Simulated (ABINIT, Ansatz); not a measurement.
# LiBiB2O6 (R-3): G0W0 with ABINIT, start to end, part 2 of 3

Aim: the G0W0 gap of LiBiB2O6 (R-3) on LDA, step by step.

ABINIT 10.8.3; LDA and many-body steps on it, plane waves. Known limits of the many-body steps: not at the basis limit; no spin-orbit coupling; coarse k mesh.

So far. Step 2 (Ground state): The gap is indirect, with the least direct gap 0.21 eV higher.

### 3. Bands along the symmetry lines

Level of this step: DFT, LDA, plane waves, norm-conserving pseudopotentials (ABINIT).

Levels along a band path, at the cheap level, show where the edges lie and whether the meshes to come will hold them.

run.abi reads:

```
acell 3*1.0 Angstrom
rprim 
  2.439250647883 1.408302018200 5.224968345293
  -2.439250647883 1.408302018200 5.224968345293
  0.000000000000 -2.816604036329 5.224968345313
ntypat 4
znucl 3 5 83 8
natom 10
typat 1 2 2 3 4 4 4 4 4 4
xred 
  0.500000000000 0.500000000000 0.500000000000
  0.254532000000 0.254532000000 0.254532000000
  0.745468000000 0.745468000000 0.745468000000
  -0.000000000000 -0.000000000000 0.000000000000
  0.031291000000 0.463879000000 0.746058000000
  0.536121000000 0.253942000000 0.968709000000
  0.253942000000 0.968709000000 0.536121000000
  0.746058000000 0.031291000000 0.463879000000
  0.463879000000 0.746058000000 0.031291000000
  0.968709000000 0.536121000000 0.253942000000
pp_dirpath "pseudos"
pseudos "Li.upf, B.upf, Bi.upf, O.upf"
ecut 44
iscf -2
irdden 1
kptopt 0
nkpt 31
kpt 
  0.00000000 0.00000000 0.00000000
  0.12500000 0.12500000 0.12500000
  0.25000000 0.25000000 0.25000000
  0.37500000 0.37500000 0.37500000
  0.50000000 0.50000000 0.50000000
  0.57122531 0.42877468 0.50000000
  0.64245063 0.35754937 0.50000000
  0.71367595 0.28632406 0.50000000
  0.78490126 0.21509874 0.50000000
  0.50000000 -0.21509874 0.21509874
  0.50000000 -0.16132406 0.16132406
  0.50000000 -0.10754937 0.10754937
  0.50000000 -0.05377468 0.05377468
  0.50000000 0.00000000 0.00000000
  0.37500000 0.00000000 0.00000000
  0.25000000 0.00000000 0.00000000
  0.12500000 0.00000000 0.00000000
  0.00000000 0.00000000 0.00000000
  0.08938734 -0.08938734 0.00000000
  0.17877468 -0.17877468 0.00000000
  0.26816203 -0.26816203 0.00000000
  0.35754937 -0.35754937 0.00000000
  0.64245063 0.00000000 0.35754937
  0.60683797 0.00000000 0.39316203
  0.57122531 0.00000000 0.42877468
  0.53561266 0.00000000 0.46438734
  0.50000000 0.00000000 0.50000000
  0.37500000 0.00000000 0.37500000
  0.25000000 0.00000000 0.25000000
  0.12500000 0.00000000 0.12500000
  0.00000000 0.00000000 0.00000000
istwfk *1
nband 41
nbdbuf 2
tolwfr 1e-08
nstep 40
prtwf 0
prtvol 0
indata_prefix "in"
outdata_prefix "out"
tmpdata_prefix "tmp"
```

Started as:

```sh
$ OMP_NUM_THREADS=1 mpirun -n 4 abinit run.abi > log
```

Numbers of over 12 decimals in the logs are rounded to 6 here.

The program printed:

```text
.Version 10.8.3 of ABINIT. v10.8.2 released Aug 2026.

 Symmetries : space group R-3 (#148); Bravais hR (rhombohedral)
[... echo of the input left out ...]
== DATASET  1 ==================================================================
-   mpi_nproc: 4, omp_nthreads: 1 (-1 if OMP is not activated)

--- !DatasetInfo
iteration_state: {dtset: 1, }
dimensions: {natom: 10, nkpt: 31, mband: 41, nsppol: 1, nspinor: 1, nspden: 1, mpw: 10163, }
cutoff_energies: {ecut:  44.0, pawecutdg:  -1.0, }
electrons: {nelect:   6.80000000E+01, charge:   0.00000000E+00, occopt:   1.00000000E+00, tsmear:   1.00000000E-02, }

 Real(R)+Recip(G) space primitive vectors, cartesian coordinates (Bohr,Bohr^-1):
 R(1)=  4.6095157  2.6613051  9.8737592  G(1)=  0.1084713  0.0626259  0.0337595
 R(2)= -4.6095157  2.6613051  9.8737592  G(2)= -0.1084713  0.0626259  0.0337595
 R(3)=  0.0000000 -5.3226102  9.8737592  G(3)=  0.0000000 -0.1252518  0.0337595
 Unit cell volume ucvol=  7.2674784E+02 bohr^3
 Angles (23,13,12)=  4.85277713E+01  4.85277713E+01  4.85277713E+01 degrees

 getcut: wavevector=  0.0000  0.0000  0.0000  ngfft=  72  72  72
         ecut(hartree)=     44.000   => boxcut(ratio)=   2.14968

--- Pseudopotential description ------------------------------------------------
- Li Generated using ONCVPSP code by D. R. Hamann
-  3.00000   3.00000  180309                  znucl, zion, pspdat
12 -1012 1 -1 1944                            pspcod,pspxc,lmax,lloc,mmax
     nproj     2     2     0
  pspatm : epsatm=    1.77648101
         --- l  ekb(1:nproj) -->
             0   -5.345419   -1.498543
             1   -2.259133   -0.579420
 pspatm: atomic psp has been read  and splines computed

- B Generated using ONCVPSP code by D. R. Hamann
-  5.00000   3.00000  180309                  znucl, zion, pspdat
12 -1012 1 -1 1498                            pspcod,pspxc,lmax,lloc,mmax
     nproj     2     2     0
  pspatm : epsatm=    3.19369156
         --- l  ekb(1:nproj) -->
             0    8.437831    1.245441
[...]
pspatm: atomic psp has been read  and splines computed

- Bi Generated using ONCVPSP code by D. R. Hamann
- 83.00000  23.00000  180309                  znucl, zion, pspdat
12 -1012 2 -1 1454                            pspcod,pspxc,lmax,lloc,mmax
     nproj     2     2     2
  pspatm : epsatm=   28.50282335
         --- l  ekb(1:nproj) -->
[...]
pspatm: atomic psp has been read  and splines computed

- O Generated using ONCVPSP code by D. R. Hamann
-  8.00000   6.00000  201201                  znucl, zion, pspdat
12 -1012 2 -1 926                             pspcod,pspxc,lmax,lloc,mmax
     nproj     2     2     1
  pspatm : epsatm=    6.24525921
         --- l  ekb(1:nproj) -->
[...]
2   -1.033686
 pspatm: atomic psp has been read  and splines computed

[...]
3.5677E-01  3.6809E-01  3.7176E-01  3.7176E-01  4.4350E-01

--- !ResultsGS
iteration_state: {dtset: 1, }
comment   : Summary of ground state results
lattice_vectors:
- [  4.6095157,   2.6613051,   9.8737592, ]
- [ -4.6095157,   2.6613051,   9.8737592, ]
- [  0.0000000,  -5.3226102,   9.8737592, ]
lattice_lengths: [  11.21701,   11.21701,   11.21701, ]
lattice_angles: [ 48.528,  48.528,  48.528, ] # degrees, (23, 13, 12)
lattice_volume:   7.2674784E+02
convergence: {deltae:  0.000E+00, res2:  0.000E+00, residm:  9.998E-09, diffor:  0.000E+00, }
etotal    :  -3.44652506E+02
entropy   :   0.00000000E+00
fermie    :   9.45696378E-02
cartesian_stress_tensor: null
pressure_GPa: null
xred      :
- [  5.0000E-01,   5.0000E-01,   5.0000E-01, Li]
- [  2.5453E-01,   2.5453E-01,   2.5453E-01,  B]
- [  7.4547E-01,   7.4547E-01,   7.4547E-01,  B]
- [  0.0000E+00,   0.0000E+00,   0.0000E+00, Bi]
- [  3.1291E-02,   4.6388E-01,   7.4606E-01,  O]
- [  5.3612E-01,   2.5394E-01,   9.6871E-01,  O]
- [  2.5394E-01,   9.6871E-01,   5.3612E-01,  O]
- [  7.4606E-01,   3.1291E-02,   4.6388E-01,  O]
- [  4.6388E-01,   7.4606E-01,   3.1291E-02,  O]
- [  9.6871E-01,   5.3612E-01,   2.5394E-01,  O]
cartesian_forces: null
force_length_stats: {min: null, max: null, mean: null, }

 Integrated electronic density in atomic spheres:
 ------------------------------------------------
 Atom  Sphere_radius  Integrated_density
[...]
================================================================================

 ----iterations are completed or convergence reached----

 Mean square residual over all n,k,spin=   55.075E-10; max=  99.976E-10
 reduced coordinates (array xred) for   10 atoms
[...]
0.463879000000      0.746058000000      0.031291000000
       0.968709000000      0.536121000000      0.253942000000

 cartesian coordinates (angstrom) at end:
    1      0.000000     3.55e-11     7.837453
    2     -0.000000     1.807e-11     3.989765
    3     -0.000000     5.293e-11    11.685140
[...]
9     -0.688305     1.615822     6.485377
   10      1.055191     1.404001     9.189528
 length scales=  1.889726125908  1.889726125908  1.889726125908 bohr
              =  1.000000000000  1.000000000000  1.000000000000 angstroms
 prteigrs : about to open file out_EIG
 Eigenvalues (hartree) for nkpt=  31  k points:
 kpt#   1, nband= 41, wtk=  1.00000, kpt=  0.0000  0.0000  0.0000 (reduced coord)
[...]
kpt#   2, nband= 41, wtk=  1.00000, kpt=  0.1250  0.1250  0.1250 (reduced coord)
[...]
kpt#   3, nband= 41, wtk=  1.00000, kpt=  0.2500  0.2500  0.2500 (reduced coord)
[...]
kpt#  30, nband= 41, wtk=  1.00000, kpt=  0.1250  0.0000  0.1250 (reduced coord)
[...]
0.44758
 kpt#  31, nband= 41, wtk=  1.00000, kpt=  0.0000  0.0000  0.0000 (reduced coord)
[...]
-0.00739    0.03032    0.03032    0.04963    0.04963    0.05981    0.06731    0.06731
   0.08834    0.08834    0.14345    0.33855    0.35677    0.36809    0.37176    0.37176
   0.44350

== END DATASET(S) ==============================================================
================================================================================

 -outvars: echo values of variables after computation  --------
            nband          41
             nkpt          31
          spgroup         148
 [... the other variables as echoed above ...]

 Calculation completed.
```

The job ended after 87 s (4 MPI ranks of AMD EPYC 9R14 (Zen 4), shared host; peak memory 0.66 GiB).

This step gave:

```
gap                        : 1.257 eV
k of the valence top       : 0.2682, -0.2682, 0
k of the conduction bottom : 0.5, 0.5, 0.5
least direct gap           : 1.500 eV
```

The gap is 1.257 eV, −0.028 eV from the run before at this level.

The electronic bands at the labelled points (eV, zero at the top of the highest filled band):

```
     point  band 31  band 32  band 33  band 34  band 35  band 36  band 37  band 38
         Γ    -0.77    -0.77    -0.20    -0.20     1.30     6.61     7.11     7.42
   halfway    -0.75    -0.75    -0.32    -0.32     1.29     6.75     6.88     7.56
         T    -0.59    -0.59    -0.58    -0.58     1.26     6.66     7.26     7.51
   halfway    -0.92    -0.69    -0.56    -0.47     1.67     6.84     7.07     7.34
        H2    -0.63    -0.60    -0.20    -0.07     1.71     6.53     6.84     7.48
jump to H0    -0.63    -0.60    -0.20    -0.07     1.71     6.53     6.84     7.48
   halfway    -0.72    -0.67    -0.14    -0.05     1.64     6.47     6.77     7.64
         L    -0.78    -0.64    -0.26    -0.11     1.64     6.27     6.92     7.51
   halfway    -0.95    -0.54    -0.40    -0.27     1.63     6.60     6.90     7.37
         Γ    -0.77    -0.77    -0.20    -0.20     1.30     6.61     7.11     7.42
   halfway    -0.96    -0.60    -0.38    -0.21     1.67     6.60     6.94     7.18
        S0    -0.80    -0.53    -0.12    -0.03     1.68     6.57     6.76     7.53
jump to S2    -0.80    -0.53    -0.12    -0.03     1.68     6.57     6.76     7.53
   halfway    -0.87    -0.45    -0.34    -0.02     1.75     6.48     6.94     7.44
         F    -0.92    -0.52    -0.37    -0.03     1.78     6.43     7.02     7.41
   halfway    -0.91    -0.50    -0.49    -0.35     1.65     6.71     6.95     7.23
         Γ    -0.77    -0.77    -0.20    -0.20     1.30     6.61     7.11     7.42
```

### 4. Empty states on the mesh, 2×2×2 mesh, 228 bands

The sums over transitions need many empty states on a uniform mesh; this step solves for them.

run.abi reads:

```
acell 3*1.0 Angstrom
rprim 
  2.439250647883 1.408302018200 5.224968345293
  -2.439250647883 1.408302018200 5.224968345293
  0.000000000000 -2.816604036329 5.224968345313
ntypat 4
znucl 3 5 83 8
natom 10
typat 1 2 2 3 4 4 4 4 4 4
xred 
  0.500000000000 0.500000000000 0.500000000000
  0.254532000000 0.254532000000 0.254532000000
  0.745468000000 0.745468000000 0.745468000000
  -0.000000000000 -0.000000000000 0.000000000000
  0.031291000000 0.463879000000 0.746058000000
  0.536121000000 0.253942000000 0.968709000000
  0.253942000000 0.968709000000 0.536121000000
  0.746058000000 0.031291000000 0.463879000000
  0.463879000000 0.746058000000 0.031291000000
  0.968709000000 0.536121000000 0.253942000000
pp_dirpath "pseudos"
pseudos "Li.upf, B.upf, Bi.upf, O.upf"
ecut 44
ngkpt 2 2 2
nshiftk 1
shiftk 0 0 0
kptopt 1
chksymbreak 0
iscf -2
irdden 1
istwfk *1
nband 228
nbdbuf 20
tolwfr 1e-09
nstep 60
prtvol 0
indata_prefix "in"
outdata_prefix "out"
tmpdata_prefix "tmp"
```

The program printed:

```text
.Version 10.8.3 of ABINIT. v10.8.2 released Aug 2026.

 Symmetries : space group R-3 (#148); Bravais hR (rhombohedral)
[... echo of the input left out ...]
== DATASET  1 ==================================================================
-   mpi_nproc: 4, omp_nthreads: 1 (-1 if OMP is not activated)

--- !DatasetInfo
iteration_state: {dtset: 1, }
dimensions: {natom: 10, nkpt: 4, mband: 228, nsppol: 1, nspinor: 1, nspden: 1, mpw: 10163, }
cutoff_energies: {ecut:  44.0, pawecutdg:  -1.0, }
electrons: {nelect:   6.80000000E+01, charge:   0.00000000E+00, occopt:   1.00000000E+00, tsmear:   1.00000000E-02, }

 Real(R)+Recip(G) space primitive vectors, cartesian coordinates (Bohr,Bohr^-1):
 R(1)=  4.6095157  2.6613051  9.8737592  G(1)=  0.1084713  0.0626259  0.0337595
 R(2)= -4.6095157  2.6613051  9.8737592  G(2)= -0.1084713  0.0626259  0.0337595
 R(3)=  0.0000000 -5.3226102  9.8737592  G(3)=  0.0000000 -0.1252518  0.0337595
 Unit cell volume ucvol=  7.2674784E+02 bohr^3
 Angles (23,13,12)=  4.85277713E+01  4.85277713E+01  4.85277713E+01 degrees

 getcut: wavevector=  0.0000  0.0000  0.0000  ngfft=  72  72  72
         ecut(hartree)=     44.000   => boxcut(ratio)=   2.14968

--- Pseudopotential description ------------------------------------------------
- Li Generated using ONCVPSP code by D. R. Hamann
-  3.00000   3.00000  180309                  znucl, zion, pspdat
12 -1012 1 -1 1944                            pspcod,pspxc,lmax,lloc,mmax
     nproj     2     2     0
  pspatm : epsatm=    1.77648101
         --- l  ekb(1:nproj) -->
             0   -5.345419   -1.498543
             1   -2.259133   -0.579420
 pspatm: atomic psp has been read  and splines computed

- B Generated using ONCVPSP code by D. R. Hamann
-  5.00000   3.00000  180309                  znucl, zion, pspdat
12 -1012 1 -1 1498                            pspcod,pspxc,lmax,lloc,mmax
     nproj     2     2     0
  pspatm : epsatm=    3.19369156
         --- l  ekb(1:nproj) -->
             0    8.437831    1.245441
[...]
pspatm: atomic psp has been read  and splines computed

- Bi Generated using ONCVPSP code by D. R. Hamann
- 83.00000  23.00000  180309                  znucl, zion, pspdat
12 -1012 2 -1 1454                            pspcod,pspxc,lmax,lloc,mmax
     nproj     2     2     2
  pspatm : epsatm=   28.50282335
         --- l  ekb(1:nproj) -->
[...]
pspatm: atomic psp has been read  and splines computed

- O Generated using ONCVPSP code by D. R. Hamann
-  8.00000   6.00000  201201                  znucl, zion, pspdat
12 -1012 2 -1 926                             pspcod,pspxc,lmax,lloc,mmax
     nproj     2     2     1
  pspatm : epsatm=    6.24525921
         --- l  ekb(1:nproj) -->
[...]
2   -1.033686
 pspatm: atomic psp has been read  and splines computed

[...]
8.42E-05  7.03E-05  4.88E-04  1.09E-04
 -5.5036E+00 -3.2233E+00 -3.2233E+00 -3.2225E+00 -1.4266E+00 -7.1150E-01
 -7.1150E-01 -6.9839E-01 -6.9839E-01 -6.9731E-01 -6.0433E-01 -5.6842E-01
 -5.1906E-01 -5.1906E-01 -5.0506E-01 -5.0506E-01 -2.6671E-01 -1.3878E-01
[...]
2.8613E+00  2.8755E+00  2.9076E+00  2.9076E+00  2.9200E+00  2.9300E+00
  2.9302E+00  2.9389E+00  2.9666E+00  2.9683E+00  2.9699E+00  2.9873E+00
 prteigrs : prtvol=0 or 1, do not print more k-points.

--- !ResultsGS
iteration_state: {dtset: 1, }
comment   : Summary of ground state results
lattice_vectors:
- [  4.6095157,   2.6613051,   9.8737592, ]
- [ -4.6095157,   2.6613051,   9.8737592, ]
- [  0.0000000,  -5.3226102,   9.8737592, ]
lattice_lengths: [  11.21701,   11.21701,   11.21701, ]
lattice_angles: [ 48.528,  48.528,  48.528, ] # degrees, (23, 13, 12)
lattice_volume:   7.2674784E+02
convergence: {deltae:  0.000E+00, res2:  0.000E+00, residm:  9.975E-10, diffor:  0.000E+00, }
etotal    :  -3.44652506E+02
entropy   :   0.00000000E+00
fermie    :   9.45696378E-02
cartesian_stress_tensor: null
pressure_GPa: null
xred      :
- [  5.0000E-01,   5.0000E-01,   5.0000E-01, Li]
- [  2.5453E-01,   2.5453E-01,   2.5453E-01,  B]
- [  7.4547E-01,   7.4547E-01,   7.4547E-01,  B]
- [  0.0000E+00,   0.0000E+00,   0.0000E+00, Bi]
- [  3.1291E-02,   4.6388E-01,   7.4606E-01,  O]
- [  5.3612E-01,   2.5394E-01,   9.6871E-01,  O]
- [  2.5394E-01,   9.6871E-01,   5.3612E-01,  O]
- [  7.4606E-01,   3.1291E-02,   4.6388E-01,  O]
- [  4.6388E-01,   7.4606E-01,   3.1291E-02,  O]
- [  9.6871E-01,   5.3612E-01,   2.5394E-01,  O]
cartesian_forces: null
force_length_stats: {min: null, max: null, mean: null, }

 Integrated electronic density in atomic spheres:
 ------------------------------------------------
 Atom  Sphere_radius  Integrated_density
[...]
================================================================================

 ----iterations are completed or convergence reached----

 Mean square residual over all n,k,spin=   47.011E-11; max=  99.750E-11
 reduced coordinates (array xred) for   10 atoms
[...]
0.463879000000      0.746058000000      0.031291000000
       0.968709000000      0.536121000000      0.253942000000

 cartesian coordinates (angstrom) at end:
    1      0.000000     3.55e-11     7.837453
    2     -0.000000     1.807e-11     3.989765
[...]
10      1.055191     1.404001     9.189528
 length scales=  1.889726125908  1.889726125908  1.889726125908 bohr
              =  1.000000000000  1.000000000000  1.000000000000 angstroms
 prteigrs : about to open file out_EIG
 Eigenvalues (hartree) for nkpt=   4  k points:
 kpt#   1, nband=228, wtk=  0.12500, kpt=  0.0000  0.0000  0.0000 (reduced coord)
[...]
2.74407    2.76026    2.80773    2.80773    2.83540    2.83962    2.83962    2.86129
   2.86130    2.87551    2.90759    2.90763    2.91996    2.92996    2.93015    2.93893
   2.96657    2.96826    2.96993    2.98735
 prteigrs : prtvol=0 or 1, do not print more k-points.

== END DATASET(S) ==============================================================
================================================================================

 -outvars: echo values of variables after computation  --------
            nband         228
             nkpt           4
          spgroup         148
 [... the other variables as echoed above ...]

 Calculation completed.
```

Elapsed: 2.6 min, on 4 MPI ranks; peak memory 0.59 GiB; 11 min of CPU time.

This step gave:

```
gap                                                           : 1.292 eV
k of the valence top                                          : 0.5, 0.5, 0
k of the conduction bottom                                    : 0.5, 0.5, 0.5
least direct gap                                              : 1.500 eV
k points computed                                             : 4
lowest point of the top converged band, above the valence top : 71.9200 eV
```

On this mesh the gap is 1.292 eV.

(Continued in part 3 of 3.)

[Paths, hosts, dates, memory and timing lines, banners, echoed tables and standing remarks are left out of the program output.]

[Logs are printed without paths, hosts, clocks, repeated set-up lines and the standing remarks that a program may print on its own settings, such as how far it seeks lower states.]

[Runs of the session that timed out or met a known fault of the program may be left out.]

[Hosts, paths, dates, database ids (printed as entryN), source tags and the programs' standing remarks are cut or masked in the printed files.]

[G0W0 gaps are taken among the corrected bands and points alone; a level outside them can change the order at an edge.]

[Where Ansatz stands beside ABINIT at settings called matched, ABINIT's density can come from a denser mesh and the files from another edition; pairs whose starting gaps differed by over 0.03 eV were left out, so agreement reads better than it is.]
